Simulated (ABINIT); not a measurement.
## A GW chain in ABINIT: MoS2 (P6_3/mmc)

Aim: the G0W0 gap of MoS2 (P6_3/mmc) on PBE with spin-orbit coupling, step by step.

Method: PBE and many-body steps on it, plane waves, in ABINIT 10.8.3.

The database entry behind the starting cell differs from later determinations by our own check (about 0.3 % long), so it need not match the best structure at ambient conditions.

## Step 1: The starting structure

Symmetry: P6_3/mmc, No. 194, hexagonal system. The conventional cell has a = 3.169 Å, b = 3.169 Å, c = 12.324 Å, α = 90.00°, β = 90.00°, γ = 120.00°. Nearest to Mo lie 6 S at 2.41 Å. S has 3 Mo at 2.41 Å nearest. Farther neighbours and most contacts between anions are not listed.

The cell and positions come from the Crystallography Open Database and are kept as given unless a step says otherwise.

## Step 2: Ground state

This step: ABINIT 10.8.3; DFT, PBE with spin-orbit coupling, plane waves, norm-conserving pseudopotentials.

The ground-state density comes first.

The input, run.abi:

```
acell 3*1.0 Angstrom
rprim 
  3.169000000004 -0.000000000001 0.000000000000
  -1.584500000001 2.744434504597 0.000000000000
  0.000000000000 0.000000000000 12.324000000000
ntypat 2
znucl 42 16
natom 6
typat 1 1 2 2 2 2
xred 
  0.333333333333 0.666666666667 0.250000000000
  0.666666666667 0.333333333333 0.750000000000
  0.333333333333 0.666666666667 0.623000000000
  0.666666666667 0.333333333333 0.123000000000
  0.333333333333 0.666666666667 0.877000000000
  0.666666666667 0.333333333333 0.377000000000
pp_dirpath "pseudos"
pseudos "Mo.upf, S.upf"
ecut 36
nspinor 2
ngkpt 6 6 2
nshiftk 1
shiftk 0 0 0
kptopt 1
chksymbreak 0
nband 66
occopt 1
tolvrs 1e-10
nstep 60
prtwf 0
optforces 0
optstress 0
indata_prefix "in"
outdata_prefix "out"
tmpdata_prefix "tmp"
```

Run with:

```sh
OMP_NUM_THREADS=1 mpirun -n 8 abinit run.abi > log
```

Numbers of over 12 decimals in the logs are rounded to 6 here.

The program printed:

```text
.Version 10.8.3 of ABINIT. v10.8.2 released Aug 2026.

 Symmetries : space group P6_3/m m c (#194); Bravais hP (primitive hexag.)
================================================================================
 Values of the parameters that define the memory need of the present run
     intxc =       0    ionmov =       0      iscf =       7    lmnmax =      15
     lnmax =      15     mgfft =     128  mpssoang =       5    mqgrid =    6291
     natom =       6  nloc_mem =       1    nspden =       1   nspinor =       2
    nsppol =       1      nsym =      24    n1xccc =    2501    ntypat =       2
    occopt =       1   xclevel =       2
-    mband =          66        mffmem =           1         mkmem =           2
       mpw =        7490          nfft =      165888          nkpt =          14
================================================================================
  Rough estimation (10% accuracy) of disk space for files :
================================================================================

--------------------------------------------------------------------------------
------------- Echo of variables that govern the present computation ------------
--------------------------------------------------------------------------------
 -outvars: echo values of preprocessed input variables --------
            acell      1.8897261259E+00  1.8897261259E+00  1.8897261259E+00 Bohr

      chksymbreak           0
             ecut      3.60000000E+01 Hartree
-          fftalg         312

              ixc     -101130
              kpt      0.00000000E+00  0.00000000E+00  0.00000000E+00
                       1.66666667E-01  0.00000000E+00  0.00000000E+00
                       3.33333333E-01  0.00000000E+00  0.00000000E+00
                       5.00000000E-01  0.00000000E+00  0.00000000E+00
                       1.66666667E-01  1.66666667E-01  0.00000000E+00
                       3.33333333E-01  1.66666667E-01  0.00000000E+00
                       3.33333333E-01  3.33333333E-01  0.00000000E+00
                       0.00000000E+00  0.00000000E+00  5.00000000E-01
                       1.66666667E-01  0.00000000E+00  5.00000000E-01
                       3.33333333E-01  0.00000000E+00  5.00000000E-01
                       5.00000000E-01  0.00000000E+00  5.00000000E-01
[...]
kptrlatt        6    0    0      0    6    0      0    0    2
          kptrlen      3.59312526E+01
P           mkmem           2
            natom           6
            nband          66
            ngfft          36      36     128
             nkpt          14
          nspinor           2
            nstep          60
             nsym          24
           ntypat           2
              occ      1.000000  1.000000  1.000000  1.000000  1.000000  1.000000
                       1.000000  1.000000  1.000000  1.000000  1.000000  1.000000
                       1.000000  1.000000  1.000000  1.000000  1.000000  1.000000
                       1.000000  1.000000  1.000000  1.000000  1.000000  1.000000
                       1.000000  1.000000  1.000000  1.000000  1.000000  1.000000
                       1.000000  1.000000  1.000000  1.000000  1.000000  1.000000
                       1.000000  1.000000  1.000000  1.000000  1.000000  1.000000
                       1.000000  1.000000  1.000000  1.000000  1.000000  1.000000
                       1.000000  1.000000  1.000000  1.000000  0.000000  0.000000
                       0.000000  0.000000  0.000000  0.000000  0.000000  0.000000
                       0.000000  0.000000  0.000000  0.000000  0.000000  0.000000
        optforces           0
        optstress           0
            prtwf           0
            rprim      3.1690000000E+00 -1.0000000000E-12  0.0000000000E+00
[...]
spgroup         194

           tolvrs      1.00000000E-10

             xred      3.3333333333E-01  6.6666666667E-01  2.5000000000E-01
[...]
znucl       42.00000   16.00000

================================================================================

 chkinp: Checking input parameters for consistency.

================================================================================
== DATASET  1 ==================================================================
-   mpi_nproc: 8, omp_nthreads: 1 (-1 if OMP is not activated)

--- !DatasetInfo
iteration_state: {dtset: 1, }
dimensions: {natom: 6, nkpt: 14, mband: 66, nsppol: 1, nspinor: 2, nspden: 1, mpw: 7490, }
cutoff_energies: {ecut:  36.0, pawecutdg:  -1.0, }
electrons: {nelect:   5.20000000E+01, charge:   0.00000000E+00, occopt:   1.00000000E+00, tsmear:   1.00000000E-02, }

 Real(R)+Recip(G) space primitive vectors, cartesian coordinates (Bohr,Bohr^-1):
 R(1)=  5.9885421  0.0000000  0.0000000  G(1)=  0.1669856  0.0964092  0.0000000
 R(2)= -2.9942710  5.1862296  0.0000000  G(2)=  0.0000000  0.1928183  0.0000000
 R(3)=  0.0000000  0.0000000 23.2889848  G(3)=  0.0000000  0.0000000  0.0429388
 Unit cell volume ucvol=  7.2330822E+02 bohr^3
 Angles (23,13,12)=  9.00000000E+01  9.00000000E+01  1.20000000E+02 degrees

 getcut: wavevector=  0.0000  0.0000  0.0000  ngfft=  36  36 128
         ecut(hartree)=     36.000   => boxcut(ratio)=   2.03490

--- Pseudopotential description ------------------------------------------------
[...]
nproj     2     3     2     0
     spin-orbit psp
        nprojso     3     3     0
  pspatm : epsatm=    9.02154350
         --- l  ekb(1:nproj) -->
[...]
1    3.228904    0.888476    0.000329
[...]
spin-orbit 1    0.096764   -0.027776    0.009511
  spin-orbit 2    0.001615    0.000361   -0.000189
 pspatm: atomic psp has been read  and splines computed

   3.53719847E+03                                ecore*ucvol(ha*bohr**3)
--------------------------------------------------------------------------------

_setup2: Arith. and geom. avg. npw (full set) are    7464.403    7464.370

================================================================================

--- !BeginCycle
iteration_state: {dtset: 1, }
solver: {iscf: 7, nstep: 60, nline: 4, wfoptalg: 0, }
tolerances: {tolvrs: 1.00E-10, }

     iter   Etot(hartree)      deltaE(h)  residm     vres2
 ETOT  1  -184.31659350166    -1.843E+02 7.797E-02 3.400E+03
 ETOT  2  -182.34639248238     1.970E+00 4.317E-02 2.817E+04
 ETOT  3  -184.88200704883    -2.536E+00 8.240E-03 3.347E+00
 ETOT  4  -184.88450161567    -2.495E-03 6.229E-03 4.388E+00
 ETOT  5  -184.88487118026    -3.696E-04 1.566E-03 3.994E-01
 ETOT  6  -184.88490316484    -3.198E-05 2.883E-03 1.088E-01
 ETOT  7  -184.88490732863    -4.164E-06 8.923E-04 5.605E-03
 ETOT  8  -184.88490762211    -2.935E-07 1.399E-03 2.573E-05
 ETOT  9  -184.88490762438    -2.267E-09 3.924E-04 1.415E-06
 ETOT 10  -184.88490762474    -3.665E-10 5.792E-04 1.914E-07
 ETOT 11  -184.88490762480    -5.153E-11 1.497E-04 8.660E-09
 ETOT 12  -184.88490762481    -1.120E-11 3.976E-04 2.735E-10
 ETOT 13  -184.88490762480     3.013E-12 8.706E-05 1.947E-10
 ETOT 14  -184.88490762480     6.253E-12 2.451E-04 8.137E-13

 At SCF step   14       vres2   =  8.14E-13 < tolvrs=  1.00E-10 =>converged.

--- !ResultsGS
iteration_state: {dtset: 1, }
comment   : Summary of ground state results
lattice_vectors:
- [  5.9885421,  -0.0000000,   0.0000000, ]
- [ -2.9942710,   5.1862296,   0.0000000, ]
- [  0.0000000,   0.0000000,  23.2889848, ]
lattice_lengths: [   5.98854,    5.98854,   23.28898, ]
lattice_angles: [ 90.000,  90.000, 120.000, ] # degrees, (23, 13, 12)
lattice_volume:   7.2330822E+02
convergence: {deltae:  6.253E-12, res2:  8.137E-13, residm:  2.451E-04, diffor:  0.000E+00, }
etotal    :  -1.84884908E+02
entropy   :   0.00000000E+00
fermie    :   3.10209693E-01
cartesian_stress_tensor: null
pressure_GPa: null
xred      :
- [  3.3333E-01,   6.6667E-01,   2.5000E-01, Mo]
- [  6.6667E-01,   3.3333E-01,   7.5000E-01, Mo]
- [  3.3333E-01,   6.6667E-01,   6.2300E-01,  S]
- [  6.6667E-01,   3.3333E-01,   1.2300E-01,  S]
- [  3.3333E-01,   6.6667E-01,   8.7700E-01,  S]
- [  6.6667E-01,   3.3333E-01,   3.7700E-01,  S]
cartesian_forces: null
force_length_stats: {min: null, max: null, mean: null, }

 Integrated electronic density in atomic spheres:
 ------------------------------------------------
 Atom  Sphere_radius  Integrated_density
[...]
================================================================================

 ----iterations are completed or convergence reached----

 Mean square residual over all n,k,spin=   15.756E-07; max=  24.511E-05
 reduced coordinates (array xred) for    6 atoms
[...]
0.666666666667      0.333333333333      0.750000000000
       0.333333333333      0.666666666667      0.623000000000
       0.666666666667      0.333333333333      0.123000000000
       0.333333333333      0.666666666667      0.877000000000
       0.666666666667      0.333333333333      0.377000000000
 rms dE/dt=  0.0000E+00; max dE/dt=  0.0000E+00; dE/dt below (all hartree)
    1       0.000000000000      0.000000000000      0.000000000000
    2       0.000000000000      0.000000000000      0.000000000000
    3       0.000000000000      0.000000000000      0.000000000000
    4       0.000000000000      0.000000000000      0.000000000000
    5       0.000000000000      0.000000000000      0.000000000000
    6       0.000000000000      0.000000000000      0.000000000000

 cartesian coordinates (angstrom) at end:
    1      6.7e-13     1.829623     3.081000
    2      1.584500     0.914812     9.243000
    3      6.7e-13     1.829623     7.677852
    4      1.584500     0.914812     1.515852
    5      6.7e-13     1.829623    10.808148
    6      1.584500     0.914812     4.646148
 length scales=  1.889726125908  1.889726125908  1.889726125908 bohr
              =  1.000000000000  1.000000000000  1.000000000000 angstroms
 prteigrs : about to open file out_EIG
 Fermi (or HOMO) energy (hartree) =   0.31021   Average Vxc (hartree)=  -0.40248
 Eigenvalues (hartree) for nkpt=  14  k points:
 kpt#   1, nband= 66, wtk=  0.01389, kpt=  0.0000  0.0000  0.0000 (reduced coord)
  -1.94979   -1.94979   -1.94979   -1.94979   -1.05784   -1.05784   -1.05784   -1.05784
  -0.96872   -0.96872   -0.96872   -0.96872   -0.96276   -0.96276   -0.96276   -0.96276
  -0.23947   -0.23947   -0.22954   -0.22954   -0.19500   -0.19500   -0.17874   -0.17874
   0.05798    0.05798    0.09591    0.09591    0.18184    0.18184    0.18862    0.18862
   0.18908    0.18908    0.19122    0.19122    0.19153    0.19153    0.22846    0.22846
   0.23025    0.23025    0.23161    0.23161    0.23334    0.23334    0.26655    0.26655
   0.26821    0.26821    0.31021    0.31021    0.38567    0.38584    0.38674    0.38678
   0.38843    0.38869    0.38975    0.38984    0.39349    0.39355    0.39383    0.39526
   0.39976    0.39979
 prteigrs : prtvol=0 or 1, do not print more k-points.

--- !EnergyTerms
iteration_state     : {dtset: 1, }
comment             : Components of total free energy in Hartree
kinetic             :  6.00140220733500E+01
hartree             :  5.39738896069393E+01
xc                  : -3.33809913262740E+01
Ewald energy        : -1.19847493795111E+02
psp_core            :  4.89030591340046E+00
local_psp           : -1.73765451141763E+02
non_local_psp       :  2.32308110446609E+01
total_energy        : -1.84884907624797E+02
total_energy_eV     : -5.03097463243088E+03
band_energy         : -1.61960614006943E+01

== END DATASET(S) ==============================================================
================================================================================

 -outvars: echo values of variables after computation  --------
           etotal     -1.8488490762E+02
            nband          66
             nkpt          14
          spgroup         194
 [... the other variables as echoed above ...]

 Calculation completed.
```

Run time: 5.8 min. Hardware: 8 MPI ranks of Arm Neoverse N1, shared host; peak memory 1.1 GiB; 46 min of CPU time.

This step gave:

* total energy: -5030.9746 eV
* gap: 0.8830 eV
* k of the valence top: 0, 0, 0
* k of the conduction bottom: 0.1667, 0.1667, 0
* least direct gap: 1.622 eV

The gap is indirect, with the least direct gap 0.74 eV higher.

[end of part 1 of 3]

[Paths, hosts, dates, memory and timing lines, banners, echoed tables and standing remarks are left out of the program output.]

[Logs are printed without paths, hosts, clocks, repeated set-up lines and the standing remarks that a program may print on its own settings, such as how far it seeks lower states.]

[Runs of the session that timed out or met a known fault of the program may be left out.]

[Hosts, paths, dates, database ids (printed as entryN), source tags and the programs' standing remarks are cut or masked in the printed files.]

[G0W0 gaps are taken among the corrected bands and points alone; a level outside them can change the order at an edge.]

[Where Ansatz stands beside ABINIT at settings called matched, ABINIT's density can come from a denser mesh and the files from another edition; pairs whose starting gaps differed by over 0.03 eV were left out, so agreement reads better than it is.]
